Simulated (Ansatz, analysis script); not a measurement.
**Collinear and non-collinear states of a free-standing triangular Os monolayer, spacing 3.288 Å**

Do the moments of a free-standing triangular Os monolayer, spacing 3.288 Å prefer to cant? Several patterns are started on spinors.

Method: LDA, PAW set soft_2 (files made for PBE), in Ansatz 0.2.0.

## (1) Set-up

The cell holds 4 atoms: 4 Os. Its edges and angles: a = 6.576 Å, b = 6.576 Å, c = 14.000 Å, α = 90.0°, β = 90.0°, γ = 120.0°. It derives from Os. An idealised lattice of chosen spacing, in vacuum. Vacuum lies along c.

## (2) Starting state

The work starts on two spin channels, which tell the size of the moments.

input.yaml

```yaml
crystal:
  lattice:
    - [6.576, 0.0, 0.0]
    - [-3.288, 5.694984, 0.0]
    - [0.0, 0.0, 14.0]
  atoms:
    - { symbol: Os, position: [0.0, 0.0, 0.5], spin: 1.0 }
    - { symbol: Os, position: [0.0, 0.5, 0.5], spin: 1.0 }
    - { symbol: Os, position: [0.5, 0.0, 0.5], spin: 1.0 }
    - { symbol: Os, position: [0.5, 0.5, 0.5], spin: 1.0 }
magnetization:
  spin_polarized: true
kpoints:
  mp_grid: { grid: [5, 5, 1] }
hamiltonian:
  xc: lda
scf:
  occupations: { method: fermi_dirac, width: 0.1 }
  max_iter: 120
  convergence: { dr2_threshold: 1.0e-08 }
```

Run with:

```
$ ansatz run input.yaml --threads 4 --pin off --max-ram 16384MiB --backend cpu --events-out ev --progress --plain --runs-dir out
```

Numbers of over 12 decimals in the logs are rounded to 6 here.

Output:

```text
Engine: ansatz 0.2.0, aarch64-unknown-linux-gnu
Pseudopotentials: kind: paw
Pseudopotential: Os, paw, valence charge 16, recommended cutoff 420 eV (normal), Os.paw.azcp
Functional definition: SPW92
  exchange = slater_x
  correlation = pw_c
Crystal: 4 atoms, lattice volume = 524.303 Å³
Basis set: ecut = 420 eV, 10115 PW (Γ)
Bands: 41, of which v1, the nominal top of the filled ones, is band 32 counted from 1 (31 counted from 0)
Symmetry: 96 space group operations
Space group: P6/mmm (ITA 191), of the structure as read, at distance tolerance 8.1e-5 Å
Magnetic group: BNS 191.233 (UNI 1463), of the structure as read, at distance tolerance 8.1e-5 Å
k-points: 5 of 25
Non-local potential: Os, projectors of the file, l = 0: 3, l = 1: 2, l = 2: 2, l = 3: 1
PAW form: soft (Blöchl's): semilocal exchange-correlation on the pseudo side does not see the compensation charge
PAW frozen core: Os, regenerated for the run's functional, and the local potential with it (the file was generated under x = pbe(κ = 0.804, μ = 0.219515), c = pbe(β = 0.066725))
PAW one-centre angular grid: Os, 590 points (default); XC on 64 Gauss nodes
Initial density: superposition of atomic densities (neutral atoms: chi_scale 0, normalization atom)
Starting moments: Σ|m| = 4 μB on 4 of 4 sites
Initial wavefunctions: pseudopotential atomic-orbital guess
Functional: x = slater, c = lda
iter 1 solved again at ethr=9.82e-4 eV; its pass at ethr=3.10e-3 eV (dr2=6.29e-1 eV) is discarded
SCF iter   1: F=—  HF=-44447.762492 eV  |F-HF|=—  |Δ(HF+E_count)|=         —  Δρ=2.46e-2 (↑2.21e-2 ↓2.46e-2)  dr2=6.49e-1  dr2_m=2.52e0  M=9.522 μB ∫|m|=9.524 μB  β_m=0.30  ethr=9.82e-4  ⟨swp⟩=1.0  Hψ=2046  notcnv=0
Mixer restart at iter 1: flushing history
preconditioner: auto → LDOS  [metal: Δε(μ)=0.043 eV  Ē_g=2.511 eV  σ=0.100 eV  W_gap=0.11  n_scr=56 (ndim 8)  ℏωp=9.2 eV  f_vac=0.676  D(μ)=10.92/eV (n_scr^D=56)]
spin=Collinear: LDOS preconditioning applied to the charge; magnetization (m = ρ↑ − ρ↓) channel mixes plain (no charge-response kernel on spin).
SCF iter   2: F=—  HF=-44447.710367 eV  |F-HF|=—  |Δ(HF+E_count)|=   5.21e-2  Δρ=1.84e-2 (↑1.62e-2 ↓1.84e-2)  dr2=4.10e-1  dr2_m=1.38e0  M=9.715 μB ∫|m|=9.716 μB  β_m=0.65  ethr=9.82e-4  ⟨swp⟩=1.3  Hψ=430  notcnv=0
SCF iter   3: F=—  HF=-44447.613597 eV  |F-HF|=—  |Δ(HF+E_count)|=   9.68e-2  Δρ=1.75e-3 (↑1.75e-3 ↓1.42e-3)  dr2=1.53e-2  dr2_m=9.13e-3  M=9.926 μB ∫|m|=9.929 μB  β_m=0.76  ethr=6.40e-4  ⟨swp⟩=2.1  Hψ=755  notcnv=0
SCF iter   4: F=—  HF=-44447.618681 eV  |F-HF|=—  |Δ(HF+E_count)|=   5.08e-3  Δρ=3.92e-4 (↑3.92e-4 ↓3.86e-4)  dr2=2.33e-3  dr2_m=2.00e-4  M=9.858 μB ∫|m|=9.860 μB  β_m=0.86  ethr=2.39e-5  ⟨swp⟩=2.3  Hψ=597  notcnv=0
SCF iter   5: F=—  HF=-44447.619461 eV  |F-HF|=—  |Δ(HF+E_count)|=   7.80e-4  Δρ=9.77e-5 (↑7.31e-5 ↓9.77e-5)  dr2=1.91e-4  dr2_m=1.32e-5  M=9.841 μB ∫|m|=9.843 μB  β_m=0.89  ethr=3.65e-6  ⟨swp⟩=1.7  Hψ=489  notcnv=0
SCF iter   6: F=—  HF=-44447.619454 eV  |F-HF|=—  |Δ(HF+E_count)|=   6.43e-6  Δρ=5.92e-5 (↑3.04e-5 ↓5.92e-5)  dr2=1.31e-5  dr2_m=7.12e-6  M=9.830 μB ∫|m|=9.833 μB  β_m=0.92  ethr=2.98e-7  ⟨swp⟩=2.1  Hψ=585  notcnv=0
SCF iter   7: F=—  HF=-44447.619458 eV  |F-HF|=—  |Δ(HF+E_count)|=   3.74e-6  Δρ=9.86e-6 (↑7.99e-6 ↓9.86e-6)  dr2=6.79e-7  dr2_m=2.00e-7  M=9.829 μB ∫|m|=9.832 μB  β_m=0.95  ethr=2.04e-8  ⟨swp⟩=2.7  Hψ=759  notcnv=0
SCF iter   8: F=—  HF=-44447.619458 eV  |F-HF|=—  |Δ(HF+E_count)|=   7.06e-8  Δρ=3.20e-6 (↑3.20e-6 ↓1.73e-6)  dr2=3.03e-8  dr2_m=2.25e-8  M=9.829 μB ∫|m|=9.832 μB  β_m=0.92  ethr=1.06e-9  ⟨swp⟩=2.1  Hψ=662  notcnv=0
SCF iter   9: F=—  HF=-44447.619458 eV  |F-HF|=—  |Δ(HF+E_count)|=   1.15e-7  Δρ=5.05e-7 (↑2.74e-7 ↓5.05e-7)  dr2=1.83e-9  dr2_m=3.22e-10  M=9.829 μB ∫|m|=9.832 μB  β_m=0.96  ethr=4.73e-11  ⟨swp⟩=2.7  Hψ=843  notcnv=0
iter 10 did not close the SCF: its close was put off for the exchange–correlation potential of the local minority spin (scf_convergence_deferred on its scf_iter line)
SCF iter  10: F=-44447.619458 eV  HF=-44447.619458 eV  |F-HF|=4.37e-11  |Δ(HF+E_count)|=   2.74e-9  Δρ=4.16e-8 (↑3.51e-8 ↓4.16e-8)  dr2=2.45e-11  dr2_m=2.21e-12  M=9.829 μB ∫|m|=9.832 μB  β_m=0.95  ethr=2.86e-12  ⟨swp⟩=1.0  Hψ=1207  notcnv=0
SCF iter  11: F=-44447.619458 eV  HF=-44447.619458 eV  |F-HF|=1.46e-11  |Δ(HF+E_count)|=   2.47e-9  Δρ=9.34e-9 (↑9.34e-9 ↓3.82e-9)  dr2=6.84e-13  dr2_m=1.35e-13  M=9.829 μB ∫|m|=9.832 μB  ethr=1.00e-12  ⟨swp⟩=1.0  Hψ=864  notcnv=0
SCF 1 converged in 11 iterations: F = -44447.619458 eV  dr2 = 6.84e-13
  greatest PAW one-centre occupation: 1.000 electrons in one spin orbital (limit 2), on the Os atom at site 3 (counted from 0), in its partial waves of l = 0
SCF converged after 11 iterations
Magnetization: 9.8293 μB (36.9146 up, 27.0854 down)
Absolute magnetization: 9.8318 μB (∫|ρ↑−ρ↓|, with the PAW one-centre terms)
Spin contamination: 0.0243 ħ² per cell (⟨S²⟩ above its minimum at these occupations)
Per-site moments (μB) at R_I (Å): [(2.237100, 1.356300), (2.237100, 1.356300), (2.237100, 1.356300), (2.237100, 1.356300)]
Free energy (F): -44447.619458 eV
Harris-Foulkes:  -44447.619458 eV  (|F-HF|=1.46e-11)
Internal energy: -44447.327701 eV  (E = F + TS)
E sigma→0 (E₀):  -44447.473580 eV
Entropy (-TS):   -0.291757 eV (-72.939 meV/atom)
Fermi energy:    -2.128565 eV
--- Per-component energies (eV) ---
  E_band       = -1941.841000
  E_kinetic    = 2221.055113
  E_local      = -23308.945914  (includes V_loc(G=0)·N_el)
  E_nonlocal   = 17.559879
  E_hartree    = 10541.633784
  E_xc         = -1028.807470
  E_vxc        = -1094.750237  (∫ρ·V_xc dr)
  E_paw        = -34988.337094  (= ΣΔE_a)
  E_vpaw       = -860.026942  (= ΣTr[D̂ρ^β])
  E_aug_tail   = -0.000355  (compensation charges beyond the density's cutoff)
  E_ewald      = 2097.063420
  E_core_change = 1.450936  (= ΣΔE_core)
  E_smearing   = -0.291757  (= −TS)
  E_closure    = -0.000000  (closes the sum)
  Σ components = -44447.619458   (vs F -44447.619458, Δ=0.00e0)
```

Elapsed: 4.9 s, on 4 threads of Arm Neoverse V1, shared host; peak memory 0.85 GiB.

Spin moment in the atom's sphere by atom:

```csv
atom,spin moment in the atom's sphere (μB)
Os1,2.24
Os2,2.24
Os3,2.24
Os4,2.24
```

Tables count atoms from 1; parts of the log count from 0.

The run ends ferromagnetic, with a net moment of 9.83 μB a cell. Only this order was typed.

## (3) Denser mesh

Levels at the Fermi energy are partly filled, so moments and energy differences can hang on the k-mesh, and the state is solved again on a denser one.

input.yaml, the sections that differ from step 2:

```yaml
crystal:
  lattice:
    - [6.576, 0.0, 0.0]
    - [-3.288, 5.694984, 0.0]
    - [0.0, 0.0, 14.0]
  atoms:
    - { symbol: Os, position: [0.0, 0.0, 0.5], spin: 2.24 }
    - { symbol: Os, position: [0.0, 0.5, 0.5], spin: 2.24 }
    - { symbol: Os, position: [0.5, 0.0, 0.5], spin: 2.24 }
    - { symbol: Os, position: [0.5, 0.5, 0.5], spin: 2.24 }
kpoints:
  mp_grid: { grid: [10, 10, 1] }
basis:
  ecutwfc: 420.0
checkpoint:
  read: start
  write: ck
  compress: false
  write_wavefunctions: false
  write_every: 100000
# magnetization, hamiltonian, scf: as in step 2
```

Output:

```text
[...]
Absolute magnetization: 9.8151 μB (∫|ρ↑−ρ↓|, with the PAW one-centre terms)
[...]
Per-site moments (μB) at R_I (Å): [(2.223664, 1.356300), (2.223664, 1.356300), (2.223664, 1.356300), (2.223664, 1.356300)]
Free energy (F): -44447.617931 eV
[...]
Internal energy: -44447.318235 eV  (E = F + TS)
E sigma→0 (E₀):  -44447.468083 eV
Entropy (-TS):   -0.299696 eV (-74.924 meV/atom)
Fermi energy:    -2.127017 eV
[...]
[key lines of the parts left out:]
SCF converged after 7 iterations
Magnetization: 9.8129 μB (36.9065 up, 27.0935 down)
```

Elapsed: 7 s, on 4 threads; peak memory 1 GiB.

Spin moment in the atom's sphere by atom:

```csv
atom,spin moment in the atom's sphere (μB)
Os1,2.22
Os2,2.22
Os3,2.22
Os4,2.22
```

The run ends ferromagnetic, with a net moment of 9.81 μB a cell, against 9.83 μB on the first mesh.

Signs and angles in the names of the patterns follow the order of the magnetic atoms in the input, which need not be their order in space.

In the spinor runs that follow the search for lower states is off.

## (4) Start: ferro, directions locked

The parallel pattern comes first. A lock holds the typed directions and leaves the sizes free.

input.yaml

```yaml
crystal:
  lattice:
    - [6.576, 0.0, 0.0]
    - [-3.288, 5.694984, 0.0]
    - [0.0, 0.0, 14.0]
  atoms:
    - { symbol: Os, position: [0.0, 0.0, 0.5], spin: 2.22, spin_axis: [0.0, 0.0, 1.0] }
    - { symbol: Os, position: [0.0, 0.5, 0.5], spin: 2.22, spin_axis: [0.0, 0.0, 1.0] }
    - { symbol: Os, position: [0.5, 0.0, 0.5], spin: 2.22, spin_axis: [0.0, 0.0, 1.0] }
    - { symbol: Os, position: [0.5, 0.5, 0.5], spin: 2.22, spin_axis: [0.0, 0.0, 1.0] }
kpoints:
  mp_grid: { grid: [10, 10, 1] }
hamiltonian:
  xc: lda
scf:
  occupations: { method: fermi_dirac, width: 0.1 }
  max_iter: 120
  convergence: { dr2_threshold: 1.0e-08 }
  lower_state_search: "off"
basis:
  ecutwfc: 420.0
magnetization:
  noncollinear: true
  spin_locking: { lock_directions: true }
```

Run with:

```
$ ansatz run input.yaml --threads 2 --pin off --max-ram 8192MiB --backend cpu --events-out ev --progress --plain --runs-dir out
```

Output:

```text
band count auto-derived: 80, from the close of a first SCF at 78 (N_el = 64.0; filled up to band 64; 78 by the electrons, moments and atoms)
[...]
Crystal: 4 atoms, lattice volume = 524.303 Å³
Basis set: ecut = 420 eV, 10115 PW (Γ)
Bands: 78, of which v1, the nominal top of the filled ones, is band 64 counted from 1 (63 counted from 0)
Symmetry: 96 space group operations + 96 with time reversal
Moments: of one size on atoms that these operations exchange, one fixing the others by the rotation that the starting moments gave each, and all in one plane where the starting moments lie in one or along one axis (crystal.symmetry.detect: false holds none)
k-points: 14 of 100
[...]
Starting moments: Σ|m| = 8.88 μB on 4 of 4 sites
[...]
SCF iter  11: F=-44447.617931 eV  HF=-44447.617931 eV  |F-HF|=1.46e-11  |Δ(HF+E_count)|=  8.73e-11  Δρ=6.08e-8  dr2=2.86e-11  dr2_m=1.73e-12  ethr=3.08e-12 (applied; sched 1.00e-12)  |M|=9.81e0 ∫|m|=9.82e0 μB  |m|>n=4.4e-2 m-floor=0.0e0 τ_xc=4.6e-26  ⟨swp⟩=3.6  Hψ=2155  notcnv=0
SCF 1, on 78 bands, converged in 11 iterations: F = -44447.617931 eV; the run's SCF on all bands comes behind
[...]
The result of the SCF on 78 bands, without forces or a stress, told ahead of the SCF on all bands, whose result is the run's:
SCF converged after 11 iterations
Stability not checked: this state was not tested for a lower state beside it, because a magnetisation constraint still acts at the end of the SCF (magnetization_constraint; see scf.lower_state_search)
Magnetization: |M| = 9.8129 μB,  M = (-0.0000, -0.0000, +9.8129) μB
Absolute magnetization: 9.8151 μB (∫|m|, with the PAW one-centre terms)
  site 0: m = (-0.0000, +0.0000, +2.2237) μB, |m| = 2.2237 μB  (R = 1.36 Å)
  site 1: m = (-0.0000, +0.0000, +2.2237) μB, |m| = 2.2237 μB  (R = 1.36 Å)
  site 2: m = (-0.0000, +0.0000, +2.2237) μB, |m| = 2.2237 μB  (R = 1.36 Å)
  site 3: m = (-0.0000, +0.0000, +2.2237) μB, |m| = 2.2237 μB  (R = 1.36 Å)
--- Magnetisation constraints (ε_frz = 1.0e-4 eV) ---
  site  kind           target                            achieved (μB)             |Δ|max (μB)  g (eV/μB)                     λ_eff  esc  ok   flags
  0     per_site_axis  ê (+0.000, +0.000, +1.000) ≥0.00  (-0.000, -0.000, +2.224)  2.62e-10     (-5.2e-10, -8.6e-50, +0.0e0)  1.000  0    yes
  1     per_site_axis  ê (+0.000, +0.000, +1.000) ≥0.00  (-0.000, -0.000, +2.224)  2.62e-10     (-5.2e-10, -8.6e-50, +0.0e0)  1.000  0    yes
  2     per_site_axis  ê (+0.000, +0.000, +1.000) ≥0.00  (-0.000, -0.000, +2.224)  2.62e-10     (-5.2e-10, -8.6e-50, +0.0e0)  1.000  0    yes
  3     per_site_axis  ê (+0.000, +0.000, +1.000) ≥0.00  (-0.000, -0.000, +2.224)  2.62e-10     (-5.2e-10, -8.6e-50, +0.0e0)  1.000  0    yes
Free energy (F): -44447.617931 eV
[...]
Internal energy: -44447.318235 eV  (E = F + TS)
E sigma→0 (E₀):  -44447.468083 eV
Entropy (-TS):   -0.299696 eV (-74.924 meV/atom)
Fermi energy:    -2.127023 eV
[...]
--- Band table (eV; the first three rows and the last of 14) ---
  k-point 0: bands = [... 60 lower, -1.5603, -1.5603, -1.5603, -1.5049, -1.5049, -1.5049, -1.3895, -1.3895, ... 10 higher]
  k-point 1: bands = [... 60 lower, -1.7275, -1.7275, -1.5828, -1.5666, -1.5617, -1.5617, -1.4239, -1.4239, ... 10 higher]
  k-point 2: bands = [... 60 lower, -2.2243, -2.2243, -1.9969, -1.7396, -1.6588, -1.5655, -1.5655, -1.5178, ... 10 higher]
  k-point 13: bands = [... 60 lower, -2.4505, -2.4505, -2.4313, -2.3811, -2.2928, -2.2282, -1.9835, -1.9835, ... 10 higher]
Bands: 80, of which v1, the nominal top of the filled ones, is band 64 counted from 1 (63 counted from 0)
[...]
SCF iter   1: F=-44447.617886 eV  HF=-44447.617888 eV  |F-HF|=2.01e-6  |Δ(HF+E_count)|=         —  Δρ=2.03e-5  dr2=2.63e-6  dr2_m=1.17e-8  ethr=7.36e-5  |M|=9.81e0 ∫|m|=9.82e0 μB  |m|>n=4.3e-2 m-floor=0.0e0 τ_xc=4.5e-26  β_m=0.30  ⟨swp⟩=7.8  Hψ=7487  notcnv=0  reapply=11
eigensolver tolerance schedule: the retry pair's looser diagonalisation over-reported the residual by 17918.44 of it (diagonalisation noise at an unbounded share of the residual, at the tolerance the schedule requests for it); recorded, not acted on — ethr = c·dr2/N_el stays at c = 1.0e-1
[...]
SCF iter   2: F=-44447.617930 eV  HF=-44447.617931 eV  |F-HF|=1.58e-6  |Δ(HF+E_count)|=   4.36e-5  Δρ=1.59e-5  dr2=1.87e-6  dr2_m=1.33e-8  ethr=4.11e-9  |M|=9.81e0 ∫|m|=9.81e0 μB  |m|>n=4.5e-2 m-floor=0.0e0 τ_xc=3.2e-26  β_m=0.23  ⟨swp⟩=6.2  Hψ=4221  notcnv=0
[...]
SCF iter   9: F=-44447.617931 eV  HF=-44447.617931 eV  |F-HF|=4.76e-9  |Δ(HF+E_count)|=  9.75e-10  Δρ=9.97e-7  dr2=6.36e-9  dr2_m=2.89e-11  ethr=1.59e-11  |M|=9.81e0 ∫|m|=9.82e0 μB  |m|>n=4.4e-2 m-floor=0.0e0 τ_xc=1.9e-23  ⟨swp⟩=2.6  Hψ=2167  notcnv=0
SCF 2 converged in 9 iterations: F = -44447.617931 eV  dr2 = 6.36e-9
SCF converged after 20 iterations (11 of them on 78 bands)
[...]
Magnetization: |M| = 9.8129 μB,  M = (-0.0000, +0.0000, +9.8129) μB
Absolute magnetization: 9.8151 μB (∫|m|, with the PAW one-centre terms)
  site 0: m = (-0.0000, +0.0000, +2.2237) μB, |m| = 2.2237 μB  (R = 1.36 Å)
  site 1: m = (-0.0000, +0.0000, +2.2237) μB, |m| = 2.2237 μB  (R = 1.36 Å)
  site 2: m = (-0.0000, +0.0000, +2.2237) μB, |m| = 2.2237 μB  (R = 1.36 Å)
  site 3: m = (-0.0000, +0.0000, +2.2237) μB, |m| = 2.2237 μB  (R = 1.36 Å)
--- Magnetisation constraints (ε_frz = 1.0e-4 eV) ---
[...]
0     per_site_axis  ê (+0.000, +0.000, +1.000) ≥0.00  (-0.000, -0.000, +2.224)  1.07e-7      (-2.1e-7, -4.8e-48, +0.0e0)  1.000  0    yes
  1     per_site_axis  ê (+0.000, +0.000, +1.000) ≥0.00  (-0.000, -0.000, +2.224)  1.07e-7      (-2.1e-7, -4.8e-48, +0.0e0)  1.000  0    yes
  2     per_site_axis  ê (+0.000, +0.000, +1.000) ≥0.00  (-0.000, -0.000, +2.224)  1.07e-7      (-2.1e-7, -4.8e-48, +0.0e0)  1.000  0    yes
  3     per_site_axis  ê (+0.000, +0.000, +1.000) ≥0.00  (-0.000, -0.000, +2.224)  1.07e-7      (-2.1e-7, -4.8e-48, +0.0e0)  1.000  0    yes
Free energy (F): -44447.617931 eV
[...]
Internal energy: -44447.318235 eV  (E = F + TS)
E sigma→0 (E₀):  -44447.468083 eV
Entropy (-TS):   -0.299695 eV (-74.924 meV/atom)
Fermi energy:    -2.127003 eV
[...]
--- Band table (eV; the first three rows and the last of 14) ---
  k-point 0: bands = [... 60 lower, -1.5603, -1.5603, -1.5603, -1.5049, -1.5049, -1.5049, -1.3895, -1.3895, ... 12 higher]
  k-point 1: bands = [... 60 lower, -1.7275, -1.7275, -1.5828, -1.5666, -1.5617, -1.5617, -1.4239, -1.4239, ... 12 higher]
  k-point 2: bands = [... 60 lower, -2.2243, -2.2243, -1.9969, -1.7395, -1.6587, -1.5655, -1.5655, -1.5178, ... 12 higher]
  k-point 13: bands = [... 60 lower, -2.4505, -2.4505, -2.4313, -2.3811, -2.2928, -2.2282, -1.9835, -1.9835, ... 12 higher]
```

It took 2.7 min on 2 threads; peak memory 1.5 GiB; 5.3 min of CPU time.

It ends ferromagnetic; the largest site carries 2.22 μB.

Spin moment in the atom's sphere by atom:

```csv
atom,x (μB),y (μB),z (μB),size
Os1,0.00,0.00,2.22,2.22
Os2,0.00,0.00,2.22,2.22
Os3,0.00,0.00,2.22,2.22
Os4,0.00,0.00,2.22,2.22
```

## (5) Start: random 1

Random directions favour no pattern, so the moments can find one that was not thought of.

input.yaml, the sections that differ from step 4:

```yaml
crystal:
  lattice:
    - [6.576, 0.0, 0.0]
    - [-3.288, 5.694984, 0.0]
    - [0.0, 0.0, 14.0]
  atoms:
    - { symbol: Os, position: [0.0, 0.0, 0.5], spin: 2.22, spin_axis: [-0.843725, -0.512289, -0.160271] }
    - { symbol: Os, position: [0.0, 0.5, 0.5], spin: 2.22, spin_axis: [-0.108661, -0.978544, 0.175058] }
    - { symbol: Os, position: [0.5, 0.0, 0.5], spin: 2.22, spin_axis: [-0.078915, 0.483384, -0.871844] }
    - { symbol: Os, position: [0.5, 0.5, 0.5], spin: 2.22, spin_axis: [0.870336, 0.157825, -0.466483] }
magnetization:
  noncollinear: true
output:
  write_density: true
  write_potential: true
  elf: true
  volumetric_format: npy
# kpoints, hamiltonian, scf, basis: as in step 4
```

Output:

```text
[...]
Crystal: 4 atoms, lattice volume = 524.303 Å³
Basis set: ecut = 420 eV, 10115 PW (Γ)
Bands: 78, of which v1, the nominal top of the filled ones, is band 64 counted from 1 (63 counted from 0)
Symmetry: 4 space group operations
[...]
k-points: 52 of 100
[...]
Starting moments: Σ|m| = 8.88 μB on 4 of 4 sites
[...]
k-point 0: bands = [... 60 lower, -1.5603, -1.5603, -1.5603, -1.5049, -1.5049, -1.5049, -1.3895, -1.3895, ... 12 higher]
  k-point 1: bands = [... 60 lower, -1.7275, -1.7275, -1.5828, -1.5666, -1.5617, -1.5617, -1.4239, -1.4239, ... 12 higher]
  k-point 2: bands = [... 60 lower, -2.2243, -2.2243, -1.9969, -1.7396, -1.6588, -1.5655, -1.5655, -1.5178, ... 12 higher]
  k-point 51: bands = [... 60 lower, -2.6184, -2.6184, -2.5921, -2.5921, -2.2933, -2.2933, -1.9554, -1.9554, ... 12 higher]
[key lines of the parts left out:]
SCF converged after 54 iterations (50 of them on 78 bands)
Magnetization: |M| = 9.8129 μB,  M = (-0.3043, -5.4281, -8.1692) μB
Free energy (F): -44447.617931 eV
Fermi energy:    -2.127019 eV
```

Elapsed: 17 min, on 2 threads; peak memory 4.5 GiB; 34 min of CPU time.

It ends ferromagnetic; the largest site carries 2.22 μB.

Spin moment in the atom's sphere by atom:

```csv
atom,x (μB),y (μB),z (μB),size
Os1,-0.07,-1.23,-1.85,2.22
Os2,-0.07,-1.23,-1.85,2.22
Os3,-0.07,-1.23,-1.85,2.22
Os4,-0.07,-1.23,-1.85,2.22
```

(Continued in part 2 of 2.)

[Logs and program files are shortened in this print: banners, set-up blocks, solver, clock and traceback lines can be left out without a mark of their own.]

[Logs are printed without paths, hosts, clocks, repeated set-up lines and the standing remarks that a program may print on its own settings, such as how far it seeks lower states.]

[Hosts, paths, dates, database ids (printed as entryN), source tags and the programs' standing remarks are cut or masked in the printed files.]
